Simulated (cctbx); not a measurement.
# Reading a Patterson map

Space group F-43m (no. 216), a = 8.8370 Å, b = 8.8370 Å, c = 8.8370 Å, α = 90.00°, β = 90.00°, γ = 90.00°, content Bi4 W4 Rb4 Zn4 O24.

Simulated single-crystal data (cctbx): Ag Kα, λ = 0.56087 Å, to d = 0.75 Å, 70 % of the full sphere, strongest reflection 20000 counts, noise from counting, a 2 % proportional error and a noise floor of 15 counts (s.d.); no absorption.

Patterson synthesis, origin scaled to 1000:

```text
Patterson group F m -3 m
      u       v       w   height  length (A)
  0.000   0.000   0.000   1000.0     0.00
  0.000   0.000   0.500    987.6     4.42
  0.250   0.250   0.250    672.8     3.83
  0.000   0.000   0.262     56.2     2.32
  0.038   0.250   0.250     13.7     3.14
  0.000   0.000   0.372     11.0     3.29
  0.000   0.000   0.127     10.7     1.13
  0.046   0.046   0.105      7.2     1.09
  0.046   0.046   0.395      7.1     3.53
  0.125   0.250   0.250      3.4     3.31
  0.146   0.199   0.199      1.4     2.80
  0.146   0.199   0.301      1.3     3.44
  0.124   0.124   0.124     -3.8     1.90
  0.124   0.124   0.376     -3.8     3.67
```

Q: Assign the vectors.

A peak at u stands for all pairs with xi − xj = u, with weight Σ ZiZj against Σ Z² = 60072 at the origin. Peak heights follow these weights only roughly, since form factors, motion and series ripples differ, all vectors within 0.55 Å of a peak are counted as merged into it though the farther ones add only part of their weight, and F(000) is left out, which lowers the whole map:

| u | v | w | shortest length (Å) | height | 1000 ΣZiZj/ΣZ² | pairs in the cell |
| --- | --- | --- | --- | --- | --- | --- |
| 0.000 | 0.000 | 0.500 | 4.42 | 988 | 991 | 8 × Bi–W, 8 × Rb–Zn, 24 × O–O |
| 0.250 | 0.250 | 0.250 | 3.83 | 673 | 700 | 4 × Bi–Rb, 4 × W–Rb, 4 × Bi–Zn, 4 × W–Zn |
| 0.000 | 0.000 | 0.262 | 2.32 | 56 | 167 | 8 × Bi–O, 8 × W–O |

The table stops at ten peaks or at a height of 45, below which ripples compete. In the model behind the data Bi, the heaviest element, has 1 independent site: (0, 0, 0), up to an allowed shift of origin. No listed peak is a Bi–Bi vector, so the position follows from the cell content and the cross vectors. Elements of similar Z can't be told apart from the map alone. The whole model:

```
atom  mult.    x    y       z  Ueq (Å²)
 Bi1      4    0    0       0    0.0222
  W1      4  1/2    0       0    0.0206
 Rb1      4  1/4  1/4     1/4    0.0186
 Zn1      4  1/4  1/4     3/4    0.0209
  O1     24  1/2    0  0.7720    0.0369
```

This is a model crystal, built by substitution and not relaxed, with assumed displacement parameters.

[Logs are printed without paths, hosts, clocks, repeated set-up lines and the standing remarks that a program may print on its own settings, such as how far it seeks lower states.]
